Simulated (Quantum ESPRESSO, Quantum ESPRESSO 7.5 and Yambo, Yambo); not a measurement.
# A GW chain in Yambo: PtSe2 (1T monolayer)

Aim: the G0W0 gap of PtSe2 (1T monolayer) on PBE, step by step.

Main program and level: Quantum ESPRESSO 7.5 and Yambo 5.3.0; PBE and many-body steps on it, plane waves.

**What was measured.**

- Gap 1.9 ± 0.05 eV: quasiparticle gap from STS, domains aligned with graphene; scanning tunneling spectroscopy; 8.5 K; monolayer (MBE-grown monolayer on epitaxial bilayer graphene, twist angle near 0 deg) on bilayer graphene on SiC(0001) (“Angular dependence of the interlayer coupling at the interface between two dimensional materials 1T-PtSe2 and graphene”, 2023, arxiv:2311.08165).

- Gap 2 ± 0.1 eV: quasiparticle gap of the first layer from STS; scanning tunnelling spectroscopy; 77 K; monolayer (MBE-grown first layer on HOPG) on HOPG (“Precise Layer-Dependent Electronic Structure of MBE-Grown PtSe2”, 2021, arxiv:2105.03334).

- Gap 1.95 ± 0.05 eV: quasiparticle gap of 1 ML from STS, average over islands; scanning tunnelling spectroscopy; monolayer (MBE-grown monolayer islands on bilayer graphene) on bilayer graphene on SiC(0001) (“Atomic-layer controlled THz Spintronic emission from Epitaxially grown Two dimensional PtSe2/ferromagnet heterostructures”, 2023, arxiv:2305.06895).

## Step 1: Starting point

The cell holds 3 atoms: 1 Pt and 2 Se. Cell: a = 3.751 Å, b = 3.751 Å, c = 15.000 Å, α = 90.0°, β = 90.0°, γ = 120.0°. Vacuum lies along c.

The structure was relaxed with PBE. The runs that relaxed it are not among those shown. Spin-orbit coupling is left out unless a step names it.

## Step 2: Ground state

This step: Quantum ESPRESSO 7.5; DFT, PBE, plane waves, norm-conserving pseudopotentials.

The ground-state density comes first.

Contents of pw.in:

```
&control
  calculation = 'scf'
  prefix = 'x'
  outdir = 'o'
  pseudo_dir = 'pseudo'
/
&system
  ibrav = 0
  nat = 3
  ntyp = 2
  ecutwfc = 104.0
  nbnd = 38
  force_symmorphic = .true.
/
&electrons
  conv_thr = 1e-10
  electron_maxstep = 80
  mixing_beta = 0.5
/
ATOMIC_SPECIES
  Pt 195.08 Pt.upf
  Se 78.971 Se.upf
CELL_PARAMETERS angstrom
  3.7512086967 -0.0000000002 0.0000000000
  -1.8756043482 3.2486420263 0.0000000000
  0.0000000000 0.0000000000 15.0000000000
ATOMIC_POSITIONS crystal
  Pt 0.0000000000 0.0000000000 0.5000000000
  Se 0.3333333333 0.6666666667 0.5869754134
  Se 0.6666666667 0.3333333333 0.4130245866
K_POINTS automatic
  9 9 1 0 0 0
```

Run with:

```
$ OMP_NUM_THREADS=1 mpirun -n 8 pw.x -nk 8 -in pw.in > pw.out
```

The program printed:

```text
Program PWSCF v.7.5 starts

     This program is part of the open-source Quantum ESPRESSO suite
     for quantum simulation of materials; please cite
         "P. Giannozzi et al., J. Phys.:Condens. Matter 21 395502 (2009);
         "P. Giannozzi et al., J. Phys.:Condens. Matter 29 465901 (2017);
         "P. Giannozzi et al., J. Chem. Phys. 152 154105 (2020);
     in publications or presentations arising from this work. More details at
     Message from routine setup:
     using ibrav=0 with symmetry is DISCOURAGED, use correct ibrav instead

     G-vector sticks info

     bravais-lattice index     =            0
     lattice parameter (alat)  =       7.0888  a.u.
     unit-cell volume          =    1233.5619 (a.u.)^3
     number of atoms/cell      =            3
     number of atomic types    =            2
     number of electrons       =        66.00
     number of Kohn-Sham states=           38
     kinetic-energy cutoff     =     104.0000  Ry
     charge density cutoff     =     416.0000  Ry
     scf convergence threshold =      1.0E-10
     mixing beta               =       0.5000
     number of iterations used =            8  plain     mixing
     Exchange-correlation= PBE
                           (   1   4   3   4   0   0   0)

     celldm(1)=   7.088757  celldm(2)=   0.000000  celldm(3)=   0.000000
     celldm(4)=   0.000000  celldm(5)=   0.000000  celldm(6)=   0.000000

     crystal axes: (cart. coord. in units of alat)
               a(1) = (   1.000000  -0.000000   0.000000 )
               a(2) = (  -0.500000   0.866025   0.000000 )
               a(3) = (   0.000000   0.000000   3.998711 )

     reciprocal axes: (cart. coord. in units 2 pi/alat)
               b(1) = (  1.000000  0.577350 -0.000000 )
               b(2) = (  0.000000  1.154701 -0.000000 )
               b(3) = ( -0.000000 -0.000000  0.250081 )
     Pseudo is Norm-conserving + core correction, Zval = 18.0
     Generated using ONCVPSP code by D. R. Hamann
     Using radial grid of 1374 points,  8 beta functions with:
     Pseudo is Norm-conserving + core correction, Zval = 24.0
     Generated using ONCVPSP code by D. R. Hamann
     Using radial grid of 1214 points,  6 beta functions with:
     Pt               18.00   195.08000     Pt( 1.00)
     Se               24.00    78.97100     Se( 1.00)

     12 Sym. Ops., with inversion, found

   Cartesian axes

     site n.     atom                  positions (alat units)
         1        Pt     tau(   1) = (   0.0000000   0.0000000   1.9993556  )
         2        Se     tau(   2) = (  -0.0000000   0.5773503   2.3471451  )
         3        Se     tau(   3) = (   0.5000000   0.2886751   1.6515660  )

     number of k points=    12
                       cart. coord. in units 2pi/alat
        k(    1) = (   0.0000000   0.0000000   0.0000000), wk =   0.0246914
        k(    2) = (   0.0000000   0.1283001   0.0000000), wk =   0.1481481
        k(    3) = (   0.0000000   0.2566001   0.0000000), wk =   0.1481481
        k(    4) = (   0.0000000   0.3849002   0.0000000), wk =   0.1481481
        k(    5) = (   0.0000000   0.5132002   0.0000000), wk =   0.1481481
        k(    6) = (   0.1111111   0.1924501   0.0000000), wk =   0.1481481
        k(    7) = (   0.1111111   0.3207501   0.0000000), wk =   0.2962963
        k(    8) = (   0.1111111   0.4490502   0.0000000), wk =   0.2962963
        k(    9) = (   0.1111111   0.5773503   0.0000000), wk =   0.1481481
        k(   10) = (   0.2222222   0.3849002   0.0000000), wk =   0.1481481
        k(   11) = (   0.2222222   0.5132002   0.0000000), wk =   0.2962963
        k(   12) = (   0.3333333   0.5773503   0.0000000), wk =   0.0493827

     Dense  grid:   176333 G-vectors     FFT dimensions: (  48,  48, 192)

     Initial potential from superposition of free atoms

     starting charge      65.9997, renormalised to      66.0000
     Starting wfcs are   36 randomized atomic wfcs +    2 random wfcs

     per-process dynamical memory:   137.2 Mb

     Self-consistent Calculation

     iteration #  1     ecut=   104.00 Ry     beta= 0.50

     Threshold (ethr) on eigenvalues was too large:
     Diagonalizing with lowered threshold

     total energy              =   -1614.18126236 Ry
     estimated scf accuracy    <       0.31979306 Ry

     iteration #  2     ecut=   104.00 Ry     beta= 0.50

     total energy              =   -1614.23518449 Ry
     estimated scf accuracy    <       0.57636706 Ry

     iteration #  3     ecut=   104.00 Ry     beta= 0.50

     total energy              =   -1614.32208853 Ry
     estimated scf accuracy    <       0.00487890 Ry

     iteration #  4     ecut=   104.00 Ry     beta= 0.50

     total energy              =   -1614.32234869 Ry
     estimated scf accuracy    <       0.00096399 Ry

     iteration #  5     ecut=   104.00 Ry     beta= 0.50

     total energy              =   -1614.32241081 Ry
     estimated scf accuracy    <       0.00001716 Ry

     iteration #  6     ecut=   104.00 Ry     beta= 0.50

     total energy              =   -1614.32241553 Ry
     estimated scf accuracy    <       0.00000352 Ry

     iteration #  7     ecut=   104.00 Ry     beta= 0.50

     total energy              =   -1614.32241647 Ry
     estimated scf accuracy    <       0.00000059 Ry

     iteration #  8     ecut=   104.00 Ry     beta= 0.50

     total energy              =   -1614.32241650 Ry
     estimated scf accuracy    <       0.00000007 Ry

     iteration #  9     ecut=   104.00 Ry     beta= 0.50

     total energy              =   -1614.32241651 Ry
     estimated scf accuracy    <          8.0E-09 Ry

     iteration # 10     ecut=   104.00 Ry     beta= 0.50

     End of self-consistent calculation

          k = 0.0000 0.0000 0.0000 ( 22125 PWs)   bands (ev):

  -207.1274-207.1274-146.6148-146.6148-146.6147-146.6147-146.5687-146.5687
   -97.9356 -52.0852 -52.0852 -52.0081 -46.7891 -46.7891 -46.7876 -46.7876
   -46.7472 -46.7472 -46.7444 -46.7444 -46.7317 -46.7314 -13.3340 -11.5590
    -4.4340  -4.4340  -4.3839  -2.1851  -2.1851  -0.6046   0.0281   0.5605
     0.5605   3.5221   3.5221   4.9117   5.8464   6.0551

          k = 0.0000 0.1283 0.0000 ( 22166 PWs)   bands (ev):

  -207.1274-207.1274-146.6148-146.6148-146.6147-146.6147-146.5687-146.5687
   -97.9356 -52.0862 -52.0855 -52.0080 -46.7890 -46.7890 -46.7878 -46.7876
   -46.7471 -46.7469 -46.7447 -46.7445 -46.7317 -46.7314 -13.2064 -11.5704
    -4.4475  -4.3560  -4.2586  -2.3783  -2.2767  -1.0207   0.2421   0.5027
     0.5544   2.7643   3.3448   5.2673   6.0610   6.4050

          k = 0.0000 0.2566 0.0000 ( 22134 PWs)   bands (ev):

  -207.1274-207.1274-146.6148-146.6148-146.6148-146.6147-146.5687-146.5687
   -97.9356 -52.0887 -52.0862 -52.0078 -46.7888 -46.7886 -46.7882 -46.7876
   -46.7467 -46.7464 -46.7454 -46.7447 -46.7315 -46.7313 -12.8541 -11.6031
    -4.4360  -4.1701  -3.9578  -3.0475  -2.4074  -1.5162   0.1907   0.3294
     0.4558   1.9566   3.1398   5.9230   6.2947   6.6704

          k = 0.0000 0.3849 0.0000 ( 22140 PWs)   bands (ev):

     [... further k-points ...]

     highest occupied, lowest unoccupied level (ev):     0.5605    1.9566

!    total energy              =   -1614.32241652 Ry
     estimated scf accuracy    <          3.4E-11 Ry

     The total energy is the sum of the following terms:
     one-electron contribution =   -4371.14620461 Ry
     hartree contribution      =    2118.60442518 Ry
     xc contribution           =    -162.83942839 Ry
     ewald contribution        =     801.05879131 Ry

     convergence has been achieved in  10 iterations

     XML data file, charge density, pseudopotentials, collected wavefunctions

=------------------------------------------------------------------------------=
   JOB DONE.
=------------------------------------------------------------------------------=
```

Wall time 42 s (8 MPI ranks of Arm Neoverse V1, shared host); peak memory 1.7 GiB.

Numbers from this step:

| Item | Value |
| --- | --- |
| total energy | -21963.9754 eV |
| gap | 1.396 eV |
| k of the valence top | 0, 0, 0 |
| k of the conduction bottom | 0, 0.2222, 0 |
| least direct gap | 1.501 eV |

The gap is indirect, with the least direct gap 0.10 eV higher.

## Step 3: Bands along the symmetry lines

The cheap functional maps the bands first; the places of the edges decide which points the dearer methods must see.

Contents of pw.in:

```
&control
  calculation = 'bands'
  prefix = 'x'
  outdir = 'o'
  pseudo_dir = 'pseudo'
/
&system
  ibrav = 0
  nat = 3
  ntyp = 2
  ecutwfc = 104.0
  nbnd = 39
  force_symmorphic = .true.
/
&electrons
  conv_thr = 1e-9
  electron_maxstep = 80
  diago_full_acc = .true.
  diago_thr_init = 5e-6
/
ATOMIC_SPECIES
  Pt 195.08 Pt.upf
  Se 78.971 Se.upf
CELL_PARAMETERS angstrom
  3.7512086967 -0.0000000002 0.0000000000
  -1.8756043482 3.2486420263 0.0000000000
  0.0000000000 0.0000000000 15.0000000000
ATOMIC_POSITIONS crystal
  Pt 0.0000000000 0.0000000000 0.5000000000
  Se 0.3333333333 0.6666666667 0.5869754134
  Se 0.6666666667 0.3333333333 0.4130245866
K_POINTS crystal
  25
  0.00000000 0.00000000 0.00000000 1
  0.06250000 0.00000000 0.00000000 1
  0.12500000 0.00000000 0.00000000 1
  0.18750000 0.00000000 0.00000000 1
  0.25000000 0.00000000 0.00000000 1
  0.31250000 0.00000000 0.00000000 1
  0.37500000 0.00000000 0.00000000 1
  0.43750000 0.00000000 0.00000000 1
  0.50000000 0.00000000 0.00000000 1
  0.47916667 0.04166667 0.00000000 1
  0.45833333 0.08333333 0.00000000 1
  0.43750000 0.12500000 0.00000000 1
  0.41666666 0.16666666 0.00000000 1
  0.39583333 0.20833333 0.00000000 1
  0.37500000 0.25000000 0.00000000 1
  0.35416666 0.29166666 0.00000000 1
  0.33333333 0.33333333 0.00000000 1
  0.29166666 0.29166666 0.00000000 1
  0.25000000 0.25000000 0.00000000 1
  0.20833333 0.20833333 0.00000000 1
  0.16666666 0.16666666 0.00000000 1
  0.12500000 0.12500000 0.00000000 1
  0.08333333 0.08333333 0.00000000 1
  0.04166667 0.04166667 0.00000000 1
  0.00000000 0.00000000 0.00000000 1
```

The program printed:

```text
[banner, memory and clock lines left out]
Program PWSCF v.7.5 starts

     Atomic positions and unit cell read from directory:
     o/x.save/

     Message from routine setup:
     using ibrav=0 with symmetry is DISCOURAGED, use correct ibrav instead

     G-vector sticks info

     bravais-lattice index     =            0
     lattice parameter (alat)  =       7.0888  a.u.
     unit-cell volume          =    1233.5619 (a.u.)^3
     number of atoms/cell      =            3
     number of atomic types    =            2
     number of electrons       =        66.00
     number of Kohn-Sham states=           39
     kinetic-energy cutoff     =     104.0000  Ry
     charge density cutoff     =     416.0000  Ry
     Exchange-correlation= PBE
                           (   1   4   3   4   0   0   0)

     celldm(1)=   7.088757  celldm(2)=   0.000000  celldm(3)=   0.000000
     celldm(4)=   0.000000  celldm(5)=   0.000000  celldm(6)=   0.000000

     crystal axes: (cart. coord. in units of alat)
               a(1) = (   1.000000  -0.000000   0.000000 )
               a(2) = (  -0.500000   0.866025   0.000000 )
               a(3) = (   0.000000   0.000000   3.998711 )

     reciprocal axes: (cart. coord. in units 2 pi/alat)
               b(1) = (  1.000000  0.577350 -0.000000 )
               b(2) = (  0.000000  1.154701 -0.000000 )
               b(3) = ( -0.000000 -0.000000  0.250081 )
     Pseudo is Norm-conserving + core correction, Zval = 18.0
     Generated using ONCVPSP code by D. R. Hamann
     Using radial grid of 1374 points,  8 beta functions with:
     Pseudo is Norm-conserving + core correction, Zval = 24.0
     Generated using ONCVPSP code by D. R. Hamann
     Using radial grid of 1214 points,  6 beta functions with:
     Pt               18.00   195.08000     Pt( 1.00)
     Se               24.00    78.97100     Se( 1.00)

     12 Sym. Ops., with inversion, found

   Cartesian axes

     site n.     atom                  positions (alat units)
         1        Pt     tau(   1) = (   0.0000000   0.0000000   1.9993556  )
         2        Se     tau(   2) = (  -0.0000000   0.5773503   2.3471451  )
         3        Se     tau(   3) = (   0.5000000   0.2886751   1.6515660  )

     number of k points=    25
                       cart. coord. in units 2pi/alat
        k(    1) = (   0.0000000   0.0000000   0.0000000), wk =   0.0800000
        k(    2) = (   0.0625000   0.0360844   0.0000000), wk =   0.0800000
        k(    3) = (   0.1250000   0.0721688   0.0000000), wk =   0.0800000
[...]
[... 13 further rows ...]
        k(   24) = (   0.0416667   0.0721688   0.0000000), wk =   0.0800000
        k(   25) = (   0.0000000   0.0000000   0.0000000), wk =   0.0800000

     Dense  grid:   176333 G-vectors     FFT dimensions: (  48,  48, 192)

     The potential is recalculated from file :
     o/x.save/charge-density

     Starting wfcs are   36 randomized atomic wfcs +    3 random wfcs

     Band Structure Calculation

     End of band structure calculation

          k = 0.0000 0.0000 0.0000 ( 22125 PWs)   bands (ev):

  -207.1274-207.1274-146.6148-146.6148-146.6148-146.6148-146.5688-146.5688
   -97.9356 -52.0851 -52.0851 -52.0080 -46.7891 -46.7891 -46.7876 -46.7876
   -46.7472 -46.7472 -46.7445 -46.7445 -46.7318 -46.7314 -13.3340 -11.5590
    -4.4339  -4.4339  -4.3839  -2.1850  -2.1850  -0.6046   0.0281   0.5605
     0.5605   3.5221   3.5221   4.9117   5.8462   6.0551   6.2039

          k = 0.0625 0.0361 0.0000 ( 22144 PWs)   bands (ev):

  -207.1274-207.1274-146.6148-146.6148-146.6148-146.6148-146.5688-146.5688
[...]
0.5638   3.2298   3.4571   5.0396   5.9320   6.1684   6.4605

          k = 0.1250 0.0722 0.0000 ( 22166 PWs)   bands (ev):

  -207.1274-207.1274-146.6148-146.6148-146.6148-146.6148-146.5688-146.5688
[...]
0.5453   2.6226   3.3100   5.3428   6.1055   6.4906   6.9189

[...]
k = 0.0417 0.0722 0.0000 ( 22163 PWs)   bands (ev):

  -207.1274-207.1274-146.6148-146.6148-146.6148-146.6148-146.5688-146.5688
[...]
0.5641   3.1560   3.4257   5.0791   5.9544   6.2060   6.5397

          k = 0.0000 0.0000 0.0000 ( 22125 PWs)   bands (ev):

  -207.1274-207.1274-146.6148-146.6148-146.6148-146.6148-146.5688-146.5688
[...]
-46.7472 -46.7472 -46.7445 -46.7445 -46.7318 -46.7314 -13.3340 -11.5590
    -4.4339  -4.4339  -4.3839  -2.1850  -2.1850  -0.6046   0.0281   0.5605
     0.5605   3.5221   3.5221   4.9117   5.8462   6.0551   6.2039

     XML data file, pseudopotentials, collected wavefunctions
```

The job ended after 20 s (8 MPI ranks; peak memory 1.5 GiB).

This step gave:

| Item | Value |
| --- | --- |
| gap | 1.408 eV |
| k of the valence top | 0.0417, 0.0417, 0 |
| k of the conduction bottom | 0.25, 0, 0 |
| least direct gap | 1.577 eV |

The gap is 1.408 eV, +0.012 eV from the run before at this level.

Electronic bands along the path, in eV, zero at the top of the highest filled band:

```
  point  band 30  band 31  band 32  band 33  band 34  band 35  band 36  band 37
      Γ    -1.17    -0.54     0.00     0.00     2.96     2.96     4.35     5.28
halfway    -2.14    -0.55    -0.35    -0.17     1.41     2.56     5.44     5.67
      M    -2.22    -1.89    -1.80    -1.33     2.39     2.72     4.73     6.23
halfway    -2.28    -2.20    -1.15    -0.93     1.98     2.24     5.48     7.29
      K    -2.44    -2.14    -0.93    -0.93     1.83     1.83     6.11     8.15
halfway    -2.17    -0.82    -0.66     0.00     1.80     1.84     5.88     6.23
      Γ    -1.17    -0.54     0.00     0.00     2.96     2.96     4.35     5.28
```

(Continued in part 2 of 3.)

[Paths, hosts, dates, memory and timing lines, banners, echoed tables and standing remarks are left out of the program output.]

[Logs are printed without paths, hosts, clocks, repeated set-up lines and the standing remarks that a program may print on its own settings, such as how far it seeks lower states.]

[Runs of the session that timed out or met a known fault of the program may be left out.]

[Hosts, paths, dates, database ids (printed as entryN), source tags and the programs' standing remarks are cut or masked in the printed files.]
